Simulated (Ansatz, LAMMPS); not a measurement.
# Elastic response of glassy 68GeO2-32ZnO (mol %) (91 atoms), part 2 of 4

How stiff is glassy 68GeO2-32ZnO (mol %) (91 atoms), and how do its levels respond to strain?

Ansatz 0.2.0; Kohn-Sham DFT, PBE, PAW (set soft_1), plane waves; PAW set soft_1.

The cell: 23 Ge, 11 Zn and 57 O. The quench rate of 50 K/ps is orders of magnitude faster than experiment. The starting topology of bonds comes from the classical model. Sampling is at Γ alone.

So far. Step 2 (Single point at the start): The r.m.s. force at the start is 0.90 eV/Å.

**3. Cell and atoms relaxed**

Cell and atoms are freed together, to release stress as well as forces.

input.yaml reads:

```yaml
crystal:
  lattice:
    - [11.04645, 0.0, 0.0]
    - [0.0, 11.04645, 0.0]
    - [0.0, 0.0, 11.04645]
  atoms:
    [... the 91 atom lines of step 2 ...]
kpoints:
  mp_grid: { grid: [1, 1, 1] }
hamiltonian:
  xc: pbe
  pseudopotentials: { kind: paw, azcp: { folder: soft_1 } }
scf:
  occupations: { method: gaussian, width: 0.05 }
output:
  forces: true
relax:
  f_tol: 0.05
  max_steps: 150
  cell: {}
```

Run with:

```console
ansatz run input.yaml --threads 4 --pin off --max-ram 8192MiB --backend cpu --events-out ev --progress --plain --runs-dir out
```

What it wrote:

```text
[...]
Crystal: 91 atoms, lattice volume = 1347.933 Å³
Basis set: ecut = 420 eV, 26193 PW (Γ), exchange–correlation on 150×150×150 points (8 copies of the dense FFT grid, shifted against one another)
Bands: 489, of which v1, the nominal top of the filled ones, is band 398 counted from 1 (397 counted from 0)
Symmetry: 1 space group operations
[...]
k-points: 1
[...]
SCF iter   1: F=—  HF=-167655.010457 eV  |F-HF|=—  |Δ(HF+E_count)|=         —  Δρ=1.04e-1  dr2=1.07e2  ethr=3.10e-3  ⟨swp⟩=6.0  Hψ=2098  notcnv=0  defer=1
[...]
SCF iter  13: F=—  HF=-167622.972063 eV  |F-HF|=—  |Δ(HF+E_count)|=   2.33e-7  Δρ=3.59e-6  dr2=1.31e-7  ethr=1.26e-11  ⟨swp⟩=5.0  Hψ=1606  notcnv=0
SCF iter  14: F=-167622.972063 eV  HF=-167622.972063 eV  |F-HF|=7.83e-9  |Δ(HF+E_count)|=   1.68e-8  Δρ=1.08e-6  dr2=1.46e-8  ethr=1.26e-11  ⟨swp⟩=4.0  Hψ=1511  notcnv=0
SCF 1 converged in 14 iterations: F = -167622.972063 eV  dr2 = 1.46e-8
[...]
relax step   1: F+E_penalty+E_count = -167622.97206349 eV  Δ(F+E_penalty+E_count) = +0.000e0 eV  max|allowed force component| = 2.601e0 eV/Å  Δτ_max = 0.0000 Å  P = +6.683 GPa  Ω = 1347.933 Å³  (14 SCF iters, dr2 threshold 1.00e-7 eV, accepted)
[... from here on, the SCF cycles and remarks between the steps are left out ...]
relax step   2: F+E_penalty+E_count = -167627.12724376 eV  Δ(F+E_penalty+E_count) = -4.155e0 eV  max|allowed force component| = 1.831e0 eV/Å  Δτ_max = 0.1019 Å  P = +3.051 GPa  Ω = 1364.791 Å³  energy of the carried Pulay correction = -4.958e-2 eV  (8 SCF iters, dr2 threshold 9.10e-6 eV, accepted)
relax step   3: F+E_penalty+E_count = -167629.87206989 eV  Δ(F+E_penalty+E_count) = -2.745e0 eV  max|allowed force component| = 5.895e-1 eV/Å  Δτ_max = 0.1968 Å  P = -0.474 GPa  Ω = 1366.166 Å³  energy of the carried Pulay correction = -5.359e-2 eV  (9 SCF iters, dr2 threshold 9.10e-6 eV, accepted)
relax step   4: F+E_penalty+E_count = -167630.76843540 eV  Δ(F+E_penalty+E_count) = -8.964e-1 eV  max|allowed force component| = 1.038e0 eV/Å  Δτ_max = 0.2000 Å  P = -0.075 GPa  Ω = 1339.439 Å³  energy of the carried Pulay correction = +2.521e-2 eV  (8 SCF iters, dr2 threshold 9.10e-6 eV, accepted)
relax step   5: F+E_penalty+E_count = -167631.20561296 eV  Δ(F+E_penalty+E_count) = -4.372e-1 eV  max|allowed force component| = 8.489e-1 eV/Å  Δτ_max = 0.1914 Å  P = -0.486 GPa  Ω = 1324.148 Å³  energy of the carried Pulay correction = +7.101e-2 eV  (8 SCF iters, dr2 threshold 9.10e-6 eV, accepted)
relax step   6: F+E_penalty+E_count = -167631.51341101 eV  Δ(F+E_penalty+E_count) = -3.078e-1 eV  max|allowed force component| = 2.038e-1 eV/Å  Δτ_max = 0.2000 Å  P = -0.031 GPa  Ω = 1317.807 Å³  energy of the carried Pulay correction = +9.016e-2 eV  (8 SCF iters, dr2 threshold 9.10e-6 eV, accepted)
relax step   7: F+E_penalty+E_count = -167631.63937121 eV  Δ(F+E_penalty+E_count) = -1.260e-1 eV  max|allowed force component| = 3.159e-1 eV/Å  Δτ_max = 0.2000 Å  P = +0.042 GPa  Ω = 1315.387 Å³  energy of the carried Pulay correction = +9.749e-2 eV  (9 SCF iters, dr2 threshold 2.59e-6 eV, accepted)
relax step   8: F+E_penalty+E_count = -167631.60773789 eV  Δ(F+E_penalty+E_count) = +3.163e-2 eV  max|allowed force component| = 8.209e-1 eV/Å  Δτ_max = 0.1411 Å  P = +0.165 GPa  Ω = 1313.439 Å³  energy of the carried Pulay correction = +1.034e-1 eV  (8 SCF iters, dr2 threshold 6.24e-6 eV, rejected (line search))
relax step   9: F+E_penalty+E_count = -167631.69338269 eV  Δ(F+E_penalty+E_count) = -5.401e-2 eV  max|allowed force component| = 1.528e-1 eV/Å  Δτ_max = 0.0705 Å  P = +0.025 GPa  Ω = 1316.263 Å³  energy of the carried Pulay correction = +9.483e-2 eV  (13 SCF iters, accepted)
relax step  10: F+E_penalty+E_count = -167631.72879633 eV  Δ(F+E_penalty+E_count) = -3.541e-2 eV  max|allowed force component| = 5.897e-2 eV/Å  Δτ_max = 0.1000 Å  P = -0.009 GPa  Ω = 1317.162 Å³  energy of the carried Pulay correction = +9.211e-2 eV  (8 SCF iters, dr2 threshold 1.46e-6 eV, accepted)
relax step  11: F+E_penalty+E_count = -167631.71475410 eV  Δ(F+E_penalty+E_count) = +1.404e-2 eV  max|allowed force component| = 3.908e-1 eV/Å  Δτ_max = 0.1500 Å  P = +0.068 GPa  Ω = 1316.332 Å³  energy of the carried Pulay correction = +9.462e-2 eV  (10 SCF iters, dr2 threshold 2.17e-7 eV, rejected (line search))
relax step  12: F+E_penalty+E_count = -167631.74100846 eV  Δ(F+E_penalty+E_count) = -1.221e-2 eV  max|allowed force component| = 1.078e-1 eV/Å  Δτ_max = 0.0723 Å  P = -0.018 GPa  Ω = 1317.508 Å³  energy of the carried Pulay correction = +9.106e-2 eV  (13 SCF iters, accepted)
relax step  13: F+E_penalty+E_count = -167631.73746948 eV  Δ(F+E_penalty+E_count) = +3.539e-3 eV  max|allowed force component| = 2.040e-1 eV/Å  Δτ_max = 0.0726 Å  P = -0.005 GPa  Ω = 1317.430 Å³  energy of the carried Pulay correction = +9.130e-2 eV  (8 SCF iters, dr2 threshold 7.26e-7 eV, rejected (line search))
[...]
relax step  17: F+E_penalty+E_count = -167631.76363129 eV  Δ(F+E_penalty+E_count) = -4.761e-3 eV  max|allowed force component| = 7.572e-2 eV/Å  Δτ_max = 0.0822 Å  P = -0.031 GPa  Ω = 1316.332 Å³  energy of the carried Pulay correction = +9.462e-2 eV  (12 SCF iters, accepted)
relax step  18: F+E_penalty+E_count = -167631.76845116 eV  Δ(F+E_penalty+E_count) = -4.820e-3 eV  max|allowed force component| = 5.961e-2 eV/Å  Δτ_max = 0.0528 Å  P = +0.003 GPa  Ω = 1315.797 Å³  energy of the carried Pulay correction = +9.625e-2 eV  (8 SCF iters, dr2 threshold 3.58e-7 eV, accepted)
relax step  19: F+E_penalty+E_count = -167631.78053597 eV  Δ(F+E_penalty+E_count) = -1.208e-2 eV  max|allowed force component| = 1.185e-1 eV/Å  Δτ_max = 0.1851 Å  P = -0.044 GPa  Ω = 1315.146 Å³  energy of the carried Pulay correction = +9.822e-2 eV  (9 SCF iters, dr2 threshold 2.22e-7 eV, accepted)
relax step  20: F+E_penalty+E_count = -167631.80562769 eV  Δ(F+E_penalty+E_count) = -2.509e-2 eV  max|allowed force component| = 1.575e-1 eV/Å  Δτ_max = 0.1949 Å  P = +0.018 GPa  Ω = 1313.189 Å³  energy of the carried Pulay correction = +1.042e-1 eV  (8 SCF iters, dr2 threshold 8.78e-7 eV, accepted)
relax step  21: F+E_penalty+E_count = -167631.83552808 eV  Δ(F+E_penalty+E_count) = -2.990e-2 eV  max|allowed force component| = 2.393e-1 eV/Å  Δτ_max = 0.1948 Å  P = -0.060 GPa  Ω = 1312.082 Å³  energy of the carried Pulay correction = +1.075e-1 eV  (8 SCF iters, dr2 threshold 1.55e-6 eV, accepted)
relax step  22: F+E_penalty+E_count = -167631.87679399 eV  Δ(F+E_penalty+E_count) = -4.127e-2 eV  max|allowed force component| = 1.973e-1 eV/Å  Δτ_max = 0.2000 Å  P = +0.022 GPa  Ω = 1311.010 Å³  energy of the carried Pulay correction = +1.108e-1 eV  (8 SCF iters, dr2 threshold 3.58e-6 eV, accepted)
relax step  23: F+E_penalty+E_count = -167631.82516011 eV  Δ(F+E_penalty+E_count) = +5.163e-2 eV  max|allowed force component| = 6.572e-1 eV/Å  Δτ_max = 0.1946 Å  P = +0.064 GPa  Ω = 1313.141 Å³  energy of the carried Pulay correction = +1.043e-1 eV  (8 SCF iters, dr2 threshold 2.43e-6 eV, rejected (line search))
relax step  24: F+E_penalty+E_count = -167631.90145482 eV  Δ(F+E_penalty+E_count) = -2.466e-2 eV  max|allowed force component| = 4.281e-2 eV/Å  Δτ_max = 0.0973 Å  P = -0.001 GPa  Ω = 1312.002 Å³  energy of the carried Pulay correction = +1.078e-1 eV  (12 SCF iters, accepted)
relax step  25: F+E_penalty+E_count = -167631.90501086 eV  Δ(F+E_penalty+E_count) = -3.556e-3 eV  max|allowed force component| = 1.274e-1 eV/Å  Δτ_max = 0.0532 Å  P = -0.022 GPa  Ω = 1312.155 Å³  energy of the carried Pulay correction = +1.073e-1 eV  (11 SCF iters, accepted)
relax step  26: F+E_penalty+E_count = -167631.92629831 eV  Δ(F+E_penalty+E_count) = -2.129e-2 eV  max|allowed force component| = 5.288e-2 eV/Å  Δτ_max = 0.1500 Å  P = +0.000 GPa  Ω = 1311.032 Å³  energy of the carried Pulay correction = +1.107e-1 eV  (8 SCF iters, dr2 threshold 1.01e-6 eV, accepted)
relax step  27: F+E_penalty+E_count = -167631.93254218 eV  Δ(F+E_penalty+E_count) = -6.244e-3 eV  max|allowed force component| = 2.064e-1 eV/Å  Δτ_max = 0.1931 Å  P = -0.141 GPa  Ω = 1310.770 Å³  energy of the carried Pulay correction = +1.115e-1 eV  (9 SCF iters, dr2 threshold 1.75e-7 eV, accepted)
relax step  28: F+E_penalty+E_count = -167631.94833424 eV  Δ(F+E_penalty+E_count) = -1.579e-2 eV  max|allowed force component| = 3.689e-2 eV/Å  Δτ_max = 0.0840 Å  P = -0.005 GPa  Ω = 1310.178 Å³  energy of the carried Pulay correction = +1.133e-1 eV  (8 SCF iters, dr2 threshold 2.66e-6 eV, accepted)
relax step  29: F+E_penalty+E_count = -167631.91316276 eV  Δ(F+E_penalty+E_count) = +3.517e-2 eV  max|allowed force component| = 3.631e-2 eV/Å  Δτ_max = 0.0000 Å  P = -0.122 GPa  Ω = 1310.178 Å³  stress off target by 2.70e-1 GPa  SCF on the basis re-selected at this cell (its energy is not comparable with the rows above)  (8 SCF iters)
relax step  30: F+E_penalty+E_count = -167631.92556766 eV  Δ(F+E_penalty+E_count) = -1.240e-2 eV  max|allowed force component| = 3.156e-2 eV/Å  Δτ_max = 0.0282 Å  P = -0.003 GPa  Ω = 1306.843 Å³  energy of the carried Pulay correction = +8.236e-3 eV  (9 SCF iters, dr2 threshold 1.83e-7 eV, accepted)
relax step  31: F+E_penalty+E_count = -167631.91789764 eV  Δ(F+E_penalty+E_count) = +7.670e-3 eV  max|allowed force component| = 3.160e-2 eV/Å  Δτ_max = 0.0000 Å  P = -0.008 GPa  Ω = 1306.843 Å³  stress off target by 2.46e-2 GPa  SCF on the basis re-selected at this cell (its energy is not comparable with the rows above)  (5 SCF iters)
[...]
SCF converged after 5 iterations
Free energy (F): -167631.917898 eV
[...]
Internal energy: -167631.917898 eV  (E = F + TS)
E sigma→0 (E₀):  -167631.917898 eV
Fermi energy:    5.247159 eV
[...]
Σ components = -167631.917898   (vs F -167631.917898, Δ=0.00e0)
--- Forces (eV/Å), atoms counted from 1 ---
  atom   1  Ge     0.00633321     0.00619296    -0.00159595
  atom   2  Ge     0.00325387     0.02565825     0.00421052
  atom   3  Ge     0.00885010     0.00743027     0.01003448
  atom   4  Ge    -0.00451959    -0.00193847     0.01522382
[...]
atom  91  O      0.00348284    -0.00647228     0.00036446
  max |Σ_I F_I| component: 1.13e-5 eV/Å
--- Stress (GPa, compression-positive) ---
       -0.009079       0.010273      -0.019598
        0.010273      -0.017442      -0.013838
       -0.019598      -0.013838       0.002537
  P = ⅓ Tr σ = -0.0080 GPa (-0.080 kbar)
--- Relaxed structure (29 steps of the walk, 25 accepted, 2 SCFs on fresh bases) ---
  F+E_penalty+E_count = -167631.91789764 eV   max|allowed force component| = 3.160e-2 eV/Å   (the final SCF, on the basis selected at the relaxed cell)
  cell:  # Å, volume = 1306.8433 Å³
    - [11.033869, -0.080743, 0.278675]
    - [-0.080743, 10.821022, 0.179221]
    - [0.278675, 0.179221, 10.955967]
  atoms:
    - { symbol: Ge, position: [0.590372, 0.00278449, 0.088789] }
    - { symbol: Ge, position: [0.567569, 0.544580, 0.298903] }
    - { symbol: Ge, position: [0.033225, 0.674904, 0.815990] }
    - { symbol: Ge, position: [0.340111, 0.956854, 0.460005] }
[...]
- { symbol: O, position: [0.097169, 0.816990, 0.772683] }
```

The job ended after 9.4 min (4 threads of Arm Neoverse V2, shared host; peak memory 2 GiB; 37 min of CPU time).

The relaxation converged after 29 steps, with a largest force component of 0.032 eV/Å.

[end of part 2 of 4]

[Long decimals in the printed logs are rounded to 6 places.]

[Logs are printed without paths, hosts, clocks, repeated set-up lines and the standing remarks that a program may print on its own settings, such as how far it seeks lower states.]

[Hosts, paths, dates, database ids (printed as entryN), source tags and the programs' standing remarks are cut or masked in the printed files.]
